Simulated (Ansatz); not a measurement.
In doubt: masses and optical values from hybrid runs of this build are listed as unsure (in some of the runs), which bears on the screening that GW takes from such a start.

Consider Si3N4 (Fd-3m).

```cif
data_structure
_symmetry_space_group_name_H-M 'P 1'
_symmetry_Int_Tables_number 1
_cell_length_a 5.5065
_cell_length_b 5.5065
_cell_length_c 5.5065
_cell_angle_alpha 60.000
_cell_angle_beta 60.000
_cell_angle_gamma 60.000
_cell_volume 118.07
loop_
_atom_site_label
_atom_site_type_symbol
_atom_site_fract_x
_atom_site_fract_y
_atom_site_fract_z
_atom_site_occupancy
Si1 Si 0.12500 0.12500 0.62500 1
Si2 Si 0.12500 0.62500 0.12500 1
Si3 Si 0.62500 0.12500 0.12500 1
Si4 Si 0.12500 0.12500 0.12500 1
Si5 Si 0.75000 0.75000 0.75000 1
Si6 Si 0.50000 0.50000 0.50000 1
N7 N 0.36756 0.36756 0.36756 1
N8 N 0.35269 0.88244 0.88244 1
N9 N 0.88244 0.88244 0.35269 1
N10 N 0.88244 0.35269 0.88244 1
N11 N 0.36756 0.36756 0.89731 1
N12 N 0.36756 0.89731 0.36756 1
N13 N 0.88244 0.88244 0.88244 1
N14 N 0.89731 0.36756 0.36756 1
```

The cell and positions are those that the Materials Project relaxed with its own functionals (PBE, PBE+U or r2SCAN), kept fixed. This is not the form that Si3N4 usually takes at ambient conditions.

Gaps computed with Ansatz 0.2.0 without a self-energy: HSE06 4.65 eV, r2SCAN 3.93 eV and PBE0 5.39 eV.

Question: Estimate the G0W0@HSE06 gap with 4×4×4 mesh, 647 empty bands, screening to 180 eV, PAW set soft_1 files.

About 5.27 eV: on its mesh the run moves the gap from 4.68 eV by +0.62 eV, and the mesh misses the edges by 0.03 eV. Among the scalar-relativistic levels given, PBE0 is nearest (+0.12 eV). Bands and cutoff are finite, so the gap is not at the basis limit. The miss can reach some tenths of an eV and take either sign; the mesh is an error of its own.

[Paths, hosts, dates, memory and timing lines, banners, echoed tables and standing remarks are left out of the program output.]

[Logs are printed without paths, hosts, clocks, repeated set-up lines and the standing remarks that a program may print on its own settings, such as how far it seeks lower states.]

[Runs of the session that timed out or met a known fault of the program may be left out.]

[Cells called generated may have been cut or substituted from an entry of the Crystallography Open Database or the Materials Project.]

[Hosts, paths, dates, database ids (printed as entryN), source tags and the programs' standing remarks are cut or masked in the printed files.]
